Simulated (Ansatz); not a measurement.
**Localised basis functions on twisted Ti3C2O2 MXene bilayer, 52.66° (854 atoms)**

Wanted: errors and times of a linear-scaling basis for twisted Ti3C2O2 MXene bilayer, 52.66° (854 atoms). A setting counts as converged where the r.m.s. difference of forces stays under 1 % of the r.m.s. force.

Method: Kohn-Sham DFT, LDA, PAW (set soft_2), plane waves, in Ansatz 0.2.0.

## 1. The starting structure

The cell holds 854 atoms: 366 Ti, 244 C and 244 O. Its edges and angles: a = 23.743 Å, b = 23.743 Å, c = 28.520 Å, α = 90.0°, β = 90.0°, γ = 120.0°. It derives from Ti3C2O2 (Ti3C2O2 MXene). Ti3C2O2 MXene (a = 3.04 Å) under Ti3C2O2 MXene (a = 3.04 Å), bilayer, commensurate cell of 61 unit cells a layer, twist 52.66 deg; facing planes 2.72 Å apart; 12 Å of vacuum; layers as built, displaced by a Gaussian of 0.01 Å. Regions: layer 1, 427 atoms (183 Ti, 122 C and 122 O); layer 2, 427 atoms (183 Ti, 122 C and 122 O). Vacuum lies along c.

Limits known from the start: The functional has no dispersion term, which matters for the binding between molecules or layers, where LDA binds through overlap of densities alone. Beside vacuum, support functions can miss their usual error bounds without a warning. The main run has no spin polarisation, so moments on Ti can't form in it, and no Hubbard term. Sampling is at Γ alone, for a cell whose shortest periodic width is 21 Å.

## 2. Plane-wave single point

The first run fixes the reference, at a cutoff of 420 eV.

input.yaml

```yaml
crystal:
  lattice:
    - [23.7432, 0.0, 0.0]
    - [-11.8716, 20.56221, 0.0]
    - [0.0, 0.0, 28.52]
  atoms:
    - { symbol: Ti, position: [0.01647, 0.78689, 0.33138] }
    - { symbol: C, position: [0.08784, 0.86408, 0.37643] }
    - { symbol: C, position: [0.09331, 0.79295, 0.287] }
    - { symbol: Ti, position: [0.09293, 0.7921, 0.42089] }
    - { symbol: Ti, position: [0.08841, 0.86407, 0.24133] }
    - { symbol: O, position: [0.0158, 0.78655, 0.45252] }
    - { symbol: O, position: [0.01731, 0.78747, 0.21074] }
    - { symbol: Ti, position: [0.082, 0.93443, 0.33111] }
    - { symbol: C, position: [0.15327, 0.01024, 0.3751] }
    - { symbol: C, position: [0.15856, 0.9405, 0.28708] }
    - { symbol: Ti, position: [0.15899, 0.94035, 0.42108] }
    - { symbol: Ti, position: [0.15279, 0.01133, 0.24159] }
    - { symbol: O, position: [0.08198, 0.93557, 0.45236] }
    - { symbol: O, position: [0.08205, 0.93486, 0.2106] }
    - { symbol: Ti, position: [0.03277, 0.57345, 0.33111] }
    - { symbol: C, position: [0.10352, 0.64959, 0.37638] }
    - { symbol: C, position: [0.10874, 0.5795, 0.28711] }
    - { symbol: Ti, position: [0.10967, 0.57934, 0.42101] }
    - { symbol: Ti, position: [0.10446, 0.65072, 0.24148] }
    - { symbol: O, position: [0.03205, 0.57436, 0.45277] }
    - { symbol: O, position: [0.03172, 0.57328, 0.21035] }
    - { symbol: Ti, position: [0.0982, 0.72138, 0.33136] }
    - { symbol: C, position: [0.16967, 0.79845, 0.37569] }
    - { symbol: C, position: [0.17612, 0.72737, 0.2859] }
    - { symbol: Ti, position: [0.17537, 0.72734, 0.41998] }
    - { symbol: Ti, position: [0.16841, 0.79703, 0.24209] }
    - { symbol: O, position: [0.09713, 0.72035, 0.45238] }
    - { symbol: O, position: [0.09835, 0.72081, 0.21027] }
    - { symbol: Ti, position: [0.164, 0.86937, 0.33153] }
    - { symbol: C, position: [0.23529, 0.94541, 0.37596] }
    - { symbol: C, position: [0.24072, 0.87504, 0.28702] }
    - { symbol: Ti, position: [0.23995, 0.87452, 0.42066] }
    [... 816 atom lines left out ...]
    - { symbol: C, position: [0.35424, 0.83398, 0.71289] }
    - { symbol: C, position: [0.35974, 0.91021, 0.62427] }
    - { symbol: Ti, position: [0.35902, 0.91021, 0.75814] }
    - { symbol: Ti, position: [0.35407, 0.83419, 0.57903] }
    - { symbol: O, position: [0.43059, 0.90539, 0.78953] }
    - { symbol: O, position: [0.43009, 0.90462, 0.54839] }
kpoints:
  mp_grid: { grid: [1, 1, 1] }
hamiltonian:
  xc: lda
scf:
  occupations: { method: gaussian, width: 0.05 }
output:
  forces: true
  populations: true
  dos:
    method: { smearing: { sigma: 0.15 } }
    de: 0.1
    projected: { site_lists: { C: [C], O: [O], Ti: [Ti] } }
  eigenvalues: true
```

The run is started by

```
$ ansatz run input.yaml --threads 32 --pin off --max-ram 143360MiB --backend cuda --events-out ev --progress --plain --runs-dir out
```

What it wrote:

```text
Engine: ansatz 0.2.0, aarch64-unknown-linux-gnu
Pseudopotentials: kind: paw
Pseudopotential: Ti, paw, valence charge 12, recommended cutoff 420 eV (normal), Ti.paw.azcp
Pseudopotential: C, paw, valence charge 4, recommended cutoff 420 eV (normal), C.paw.azcp
Pseudopotential: O, paw, valence charge 6, recommended cutoff 420 eV (normal), O.paw.azcp
[... 3 lines on functional and potentials left out ...]
device memory: the entry about to start is reckoned to put 119.7 GiB on a device that reports 182.5 GiB free
GPU FFT provider: cuFFT
GPU libraries: cuBLAS 13.8.1, cuFFT 12.4.0, cuSOLVER 12.3.2
GPU matrix products: emulated (plane waves: as basis.precision tells), large ones in fixed point in workspaces of 1.00 GiB
Crystal: 854 atoms, lattice volume = 13923.825 Å³
Basis set: ecut = 420 eV, 272201 PW (Γ)
Bands: 4270, of which v1, the nominal top of the filled ones, is band 3416 counted from 1 (3415 counted from 0)
Symmetry: 1 space group operations
Space group: P1 (ITA 1), of the structure as read, at distance tolerance 2.4e-4 Å
k-points: 1
[... 10 lines on functional and potentials left out ...]
Initial density: superposition of atomic densities (neutral atoms: chi_scale 0, normalization atom), corrected by the library's trained network
Initial wavefunctions: pseudopotential atomic-orbital guess
GPU buffer pool allocated for 4915200 grid points (all kernels)
GPU transforms: local potential and band sums: pruned to the plane-wave sphere, on 160×160×192
GPU projectors: on the FFT box's points about the atoms, with room for 6484056 of them (16 bands a pass); a geometry past the room, sums that fail their trial, or a want of GPU memory keeps the tables, and a block in half precision can take them where they are the faster
Functional: x = slater, c = lda
SCF iter   1: F=—  HF=-1092468.511800 eV  |F-HF|=—  |Δ(HF+E_count)|=         —  Δρ=1.28e-2  dr2=4.48e1  ethr=1.77e-3  ⟨swp⟩=6.0  Hψ=17911  notcnv=0  defer=294
preconditioner: auto → LDOS  [metal: Δε(μ)=0.025 eV  Ē_g=7.982 eV  σ=0.050 eV  W_gap=0.27  n_scr=3326 (ndim 8)  ℏωp=19.7 eV  f_vac=0.360  D(μ)=200.64/eV (n_scr^D=986)  β→1.0]
SCF iter   2: F=—  HF=-1092470.172874 eV  |F-HF|=—  |Δ(HF+E_count)|=    1.66e0  Δρ=1.61e-2  dr2=4.95e1  ethr=6.55e-4  ⟨swp⟩=3.0  Hψ=6927  notcnv=0  defer=794
SCF iter   3: F=—  HF=-1092462.635149 eV  |F-HF|=—  |Δ(HF+E_count)|=    7.54e0  Δρ=1.41e-3  dr2=3.91e-1  ethr=6.55e-4  ⟨swp⟩=2.0  Hψ=5487  notcnv=0  defer=794
SCF iter   4: F=—  HF=-1092462.577320 eV  |F-HF|=—  |Δ(HF+E_count)|=   5.78e-2  Δρ=7.06e-4  dr2=1.33e-1  ethr=5.72e-6  ⟨swp⟩=3.0  Hψ=7407  notcnv=0  defer=794
SCF iter   5: F=—  HF=-1092462.495069 eV  |F-HF|=—  |Δ(HF+E_count)|=   8.23e-2  Δρ=1.68e-4  dr2=1.24e-2  ethr=1.94e-6  ⟨swp⟩=2.0  Hψ=5087  notcnv=0  defer=794
SCF iter   6: F=—  HF=-1092462.533082 eV  |F-HF|=—  |Δ(HF+E_count)|=   3.80e-2  Δρ=7.91e-5  dr2=2.18e-3  ethr=1.82e-7  ⟨swp⟩=3.0  Hψ=5009  notcnv=0  defer=794
SCF iter   7: F=—  HF=-1092462.496691 eV  |F-HF|=—  |Δ(HF+E_count)|=   3.64e-2  Δρ=3.41e-5  dr2=3.54e-4  ethr=3.19e-8  ⟨swp⟩=3.0  Hψ=5642  notcnv=0  defer=794
SCF iter   8: F=—  HF=-1092462.542671 eV  |F-HF|=—  |Δ(HF+E_count)|=   4.60e-2  Δρ=8.93e-6  dr2=3.53e-5  ethr=5.18e-9  ⟨swp⟩=2.0  Hψ=6141  notcnv=0  defer=794
SCF iter   9: F=—  HF=-1092462.542679 eV  |F-HF|=—  |Δ(HF+E_count)|=   8.49e-6  Δρ=3.68e-6  dr2=5.85e-6  ethr=5.17e-10  ⟨swp⟩=3.0  Hψ=6641  notcnv=0  defer=794
SCF iter  10: F=—  HF=-1092462.542680 eV  |F-HF|=—  |Δ(HF+E_count)|=   1.63e-7  Δρ=1.41e-6  dr2=1.17e-6  ethr=8.57e-11  ⟨swp⟩=2.0  Hψ=5279  notcnv=0  defer=794
SCF iter  11: F=—  HF=-1092462.542680 eV  |F-HF|=—  |Δ(HF+E_count)|=   1.92e-7  Δρ=6.90e-7  dr2=3.06e-7  ethr=1.71e-11  ⟨swp⟩=3.0  Hψ=5439  notcnv=0  defer=794
SCF iter  12: F=-1092462.542680 eV  HF=-1092462.542680 eV  |F-HF|=3.86e-8  |Δ(HF+E_count)|=   7.73e-8  Δρ=2.70e-7  dr2=4.26e-8  ethr=1.46e-12  ⟨swp⟩=13.0  Hψ=18541  notcnv=0
SCF 1 converged in 12 iterations: F = -1092462.542680 eV  dr2 = 4.26e-8
  greatest PAW one-centre occupation: 0.999 electrons in one spin orbital (limit 2), on the Ti atom at site 388 (counted from 0), in its partial waves of l = 0
SCF converged after 12 iterations
Free energy (F): -1092462.542680 eV
Harris-Foulkes:  -1092462.542680 eV  (|F-HF|=3.86e-8)
Internal energy: -1092462.279113 eV  (E = F + TS)
E sigma→0 (E₀):  -1092462.410896 eV
Entropy (-TS):   -0.263567 eV (-0.309 meV/atom)
Fermi energy:    5.619760 eV
--- Per-component energies (eV) ---
  E_band       = -99818.558741
  E_kinetic    = 163830.856207
  E_local      = -5425869.894192  (includes V_loc(G=0)·N_el)
  E_nonlocal   = 21968.480822
  E_hartree    = 2647534.109382
  E_xc         = -65176.318362
  E_vxc        = -82354.387179  (∫ρ·V_xc dr)
  E_paw        = -423118.842726  (= ΣΔE_a)
  E_vpaw       = -72462.340830  (= ΣTr[D̂ρ^β])
  E_aug_tail   = 0.660823  (compensation charges beyond the density's cutoff)
  E_ewald      = 1988210.391140
  E_core_change = 158.277794  (= ΣΔE_core)
  E_smearing   = -0.263567  (= −TS)
  E_closure    = 0.000000  (closes the sum)
  Σ components = -1092462.542680   (vs F -1092462.542680, Δ=0.00e0)
--- Forces (eV/Å), atoms counted from 1 ---
[... 854 lines of forces left out ...]
  max |Σ_I F_I| component: 2.91e-3 eV/Å
--- Band table (eV) ---
[... left out ...]
--- Löwdin populations: 854 sites ---
  site symbol       q [e]
[... 854 lines, one an atom, left out ...]
  spilling = 0.003415 (of n_electrons = 6832.000000)
```

The job ended after 41 s (1 × NVIDIA GB200 with 32 threads of Arm Neoverse V2, shared host; peak memory 14 GiB).

The column dr2 measures how far the density is from self-consistency, as an energy; F and HF (Harris–Foulkes) agree once it is small.

That memory is the host's; the program planned up to 120 GiB on the GPU. Forces of this run were stored rounded, and per-atom blocks of the log weren't kept.

Numbers from this run:

* free energy: -1092462.5427 eV
* free energy per atom: -1279.2301 eV/atom
* SCF cycles: 12
* r.m.s. force component: 0.3228 eV/Å
* longest force: 1.092 eV/Å
* Fermi energy: 5.62 eV
* levels partly filled by over 2 per cent: 13
* spilling of the projection: 0.003415

Length of the force by element:

| element | coordination | atoms | mean length of the force (eV/Å) | spread | least | most |
| --- | --- | --- | --- | --- | --- | --- |
| C | all | 244 | 0.616 | 0.171 | 0.186 | 1.09 |
| O | all | 244 | 0.59 | 0.141 | 0.213 | 0.961 |
| Ti | all | 366 | 0.424 | 0.179 | 0.0441 | 1.02 |

Löwdin charges by element (they lack the spilled electrons, 0.027 e an atom on average):

| element | coordination | atoms | mean charge (e) | spread | least | most |
| --- | --- | --- | --- | --- | --- | --- |
| C | all | 244 | -0.819 | 0.0021 | -0.824 | -0.812 |
| O | all | 244 | -0.579 | 0.0046 | -0.594 | -0.569 |
| Ti | all | 366 | 0.995 | 0.116 | 0.825 | 1.09 |

By region:

| region | atoms | mean length of the force (eV/Å) |
| --- | --- | --- |
| layer 1 | 427 | 0.535 |
| layer 2 | 427 | 0.518 |

States in the cell by windows of 1 eV, zero at the Fermi level; some projections on atomic orbitals stand beside the total:

| from (eV) | to (eV) | total | Ti d | O p | C p | C s | O s |
| --- | --- | --- | --- | --- | --- | --- | --- |
| -18 | -17 | 315.1 | 26.4 | 1.6 | 0.7 | 0.0 | 266.0 |
| -17 | -12 | 0.0 | 0.0 | 0.0 | 0.0 | 0.0 | 0.0 |
| -12 | -11 | 33.4 | 0.7 | 0.2 | 0.5 | 14.2 | 1.0 |
| -11 | -10 | 105.3 | 10.4 | 1.1 | 2.9 | 56.2 | 1.3 |
| -10 | -9 | 348.7 | 71.5 | 3.6 | 4.4 | 230.8 | 2.6 |
| -9 | -8 | 0.7 | 0.1 | 0.0 | 0.0 | 0.5 | 0.0 |
| -8 | -7 | 0.0 | 0.0 | 0.0 | 0.0 | 0.0 | 0.0 |
| -7 | -6 | 19.7 | 5.2 | 7.5 | 4.0 | 0.3 | 0.2 |
| -6 | -5 | 465.8 | 115.6 | 258.1 | 51.3 | 4.7 | 2.4 |
| -5 | -4 | 923.6 | 216.6 | 532.0 | 124.6 | 9.6 | 6.4 |
| -4 | -3 | 418.7 | 118.9 | 147.4 | 129.1 | 3.5 | 2.1 |
| -3 | -2 | 596.7 | 217.2 | 110.9 | 244.1 | 6.0 | 4.1 |
| -2 | -1 | 382.7 | 121.4 | 71.1 | 178.7 | 1.6 | 0.7 |
| -1 | 0 | 121.9 | 47.6 | 20.0 | 50.5 | 0.7 | 0.4 |
| 0 | 1 | 198.8 | 145.1 | 25.5 | 23.9 | 0.9 | 0.3 |
| 1 | 2 | 550.0 | 466.0 | 37.0 | 34.5 | 3.6 | 1.2 |

Between -26 and -18 eV lie 172 more states.

About 2927 of the 6832 electrons lie in deeper levels, below the stored range.

Not all projections were asked for or kept, so they needn't add up to the total.

The levels nearest the highest filled one (over half full), pooled over k-points and spins:

| level less the highest filled one (eV) | occupation |
| --- | --- |
| -0.0214 | 1.51 |
| -0.0193 | 1.48 |
| -0.0143 | 1.38 |
| -0.0078 | 1.24 |
| -0.0019 | 1.11 |
| 0 | 1.07 |
| 0.0165 | 0.707 |
| 0.0323 | 0.41 |
| 0.0375 | 0.332 |
| 0.0405 | 0.292 |
| 0.0494 | 0.191 |
| 0.052 | 0.167 |

Mean Löwdin charges: C -0.82, O -0.58, Ti +1.00 e (they miss 0.34 % of the electrons, so they add up to more than the cell's charge).

## 3. Structure statistics

These statistics describe the geometry on which the runs were made.

Normalised to the volume that the atoms fill. Pair distribution functions g(r), in bins of 0.2 Å:

| r (Å) | total | Ti-Ti | Ti-C | Ti-O | C-C | C-O | O-O |
| --- | --- | --- | --- | --- | --- | --- | --- |
| 1.90 | 1.80 | 0.00 | 0.00 | 7.40 | 0.00 | 0.00 | 0.00 |
| 2.10 | 3.08 | 0.00 | 12.35 | 0.21 | 0.00 | 0.00 | 0.00 |
| 2.30 | 0.04 | 0.00 | 0.17 | 0.00 | 0.00 | 0.00 | 0.00 |
| 2.50 | 0.00 | 0.00 | 0.00 | 0.00 | 0.00 | 0.00 | 0.00 |
| 2.70 | 0.52 | 0.00 | 0.00 | 0.00 | 0.00 | 3.12 | 0.14 |
| 2.90 | 0.45 | 0.00 | 0.00 | 0.00 | 0.01 | 2.55 | 0.45 |
| 3.10 | 3.91 | 10.53 | 0.00 | 0.00 | 14.28 | 0.00 | 9.97 |
| 3.30 | 0.03 | 0.00 | 0.00 | 0.00 | 0.00 | 0.00 | 0.32 |
| 3.50 | 0.25 | 0.00 | 0.00 | 0.93 | 0.00 | 0.00 | 0.33 |
| 3.70 | 1.65 | 0.00 | 4.30 | 2.33 | 0.00 | 0.00 | 0.33 |
| 3.90 | 0.23 | 0.00 | 0.62 | 0.20 | 0.00 | 0.00 | 0.30 |
| 4.10 | 0.49 | 0.00 | 0.00 | 0.18 | 0.00 | 2.60 | 0.30 |
| 4.30 | 0.64 | 2.10 | 0.00 | 0.18 | 2.36 | 0.00 | 0.26 |
| 4.50 | 0.45 | 0.04 | 0.00 | 1.72 | 0.00 | 0.00 | 0.25 |
| 4.70 | 1.19 | 0.11 | 0.64 | 4.06 | 0.00 | 0.00 | 0.26 |
| 4.90 | 1.80 | 0.10 | 6.95 | 0.16 | 0.00 | 0.13 | 0.25 |
| 5.10 | 0.95 | 0.11 | 0.00 | 0.15 | 0.00 | 5.34 | 0.23 |
| 5.30 | 1.89 | 5.53 | 0.00 | 0.15 | 6.38 | 0.22 | 3.40 |
| 5.50 | 0.14 | 0.28 | 0.00 | 0.14 | 0.00 | 0.21 | 0.22 |
| 5.70 | 0.09 | 0.09 | 0.00 | 0.12 | 0.00 | 0.20 | 0.19 |
| 5.90 | 0.34 | 0.08 | 0.13 | 0.14 | 0.00 | 1.48 | 0.20 |
| 6.10 | 0.89 | 2.07 | 0.13 | 0.15 | 2.40 | 0.18 | 2.60 |
| 6.30 | 0.98 | 0.21 | 0.12 | 3.54 | 0.00 | 0.19 | 0.18 |
| 6.50 | 1.30 | 0.09 | 4.36 | 0.64 | 0.00 | 0.31 | 0.18 |
| 6.70 | 0.80 | 0.14 | 0.12 | 0.23 | 0.19 | 4.04 | 0.19 |
| 6.90 | 1.13 | 2.53 | 0.11 | 1.75 | 1.72 | 0.17 | 0.46 |
| 7.10 | 0.92 | 0.17 | 2.34 | 1.10 | 0.09 | 0.17 | 0.16 |
| 7.30 | 0.32 | 0.21 | 0.18 | 0.21 | 0.16 | 0.96 | 0.18 |

Bonds by pair of elements; cutoffs follow the first minimum of g(r), held within bounds set by covalent radii, and pairs that aren't listed don't count as bonded:

| pair A-B | cutoff (Å) | bonds | mean length (Å) | spread (Å) | shortest (Å) | B about A | A about B |
| --- | --- | --- | --- | --- | --- | --- | --- |
| Ti-C | 2.64 | 1464 | 2.17 | 0.014 | 2.12 | 4 | 6 |
| Ti-O | 2.64 | 732 | 1.97 | 0.014 | 1.93 | 2 | 3 |

How many atoms have how many bonded neighbours:

| element | mean | 3 | 6 |
| --- | --- | --- | --- |
| C | 6 | 0 | 244 |
| O | 3 | 244 | 0 |
| Ti | 6 | 0 | 366 |

Bond angles, per cent of each kind in bins of 5°:

| angle (°) | Ti-C-Ti | C-Ti-C | C-Ti-O | O-Ti-O | Ti-O-Ti |
| --- | --- | --- | --- | --- | --- |
| 80–85 | 0.0 | 0.0 | 42.8 | 0.0 | 0.0 |
| 85–90 | 39.6 | 56.5 | 23.9 | 0.0 | 0.0 |
| 90–95 | 40.4 | 29.2 | 0.0 | 0.0 | 0.0 |
| 95–100 | 0.0 | 0.0 | 0.0 | 8.6 | 9.4 |
| 100–105 | 0.0 | 0.0 | 0.0 | 91.4 | 90.6 |
| 105–110 | 0.0 | 0.0 | 0.0 | 0.0 | 0.0 |
| 110–115 | 0.0 | 0.0 | 0.0 | 0.0 | 0.0 |
| 115–120 | 0.0 | 0.0 | 0.0 | 0.0 | 0.0 |
| 120–125 | 0.0 | 0.0 | 0.0 | 0.0 | 0.0 |
| 125–130 | 0.0 | 0.0 | 0.0 | 0.0 | 0.0 |
| 130–135 | 0.0 | 0.0 | 0.0 | 0.0 | 0.0 |
| 135–140 | 0.0 | 0.0 | 0.0 | 0.0 | 0.0 |
| 140–145 | 0.0 | 0.0 | 0.0 | 0.0 | 0.0 |
| 145–150 | 0.0 | 0.0 | 0.0 | 0.0 | 0.0 |
| 150–155 | 0.0 | 0.0 | 0.0 | 0.0 | 0.0 |
| 155–160 | 0.0 | 0.0 | 0.0 | 0.0 | 0.0 |
| 160–165 | 0.0 | 0.0 | 0.0 | 0.0 | 0.0 |
| 165–170 | 0.0 | 0.0 | 2.3 | 0.0 | 0.0 |
| 170–175 | 0.0 | 0.0 | 31.0 | 0.0 | 0.0 |
| 175–180 | 20.0 | 14.3 | 0.0 | 0.0 | 0.0 |

Bond angles (no mean is given where the spread exceeds 20°):

| angle | count | mean (°) | spread (°) |
| --- | --- | --- | --- |
| Ti-C-Ti | 3660 | - | - |
| C-Ti-C | 2562 | - | - |
| C-Ti-O | 2196 | - | - |
| O-Ti-O | 732 | 101 | 0.6 |
| Ti-O-Ti | 732 | 101 | 0.6 |

With the cutoffs above, all C atoms have 6, all O atoms have 3 and all Ti atoms have 6 bonded neighbours.

(Part 1 of 2 ends here.)

[Logs are printed without paths, hosts, clocks, repeated set-up lines and the standing remarks that a program may print on its own settings, such as how far it seeks lower states.]

[Hosts, paths, dates, database ids (printed as entryN), source tags and the programs' standing remarks are cut or masked in the printed files.]
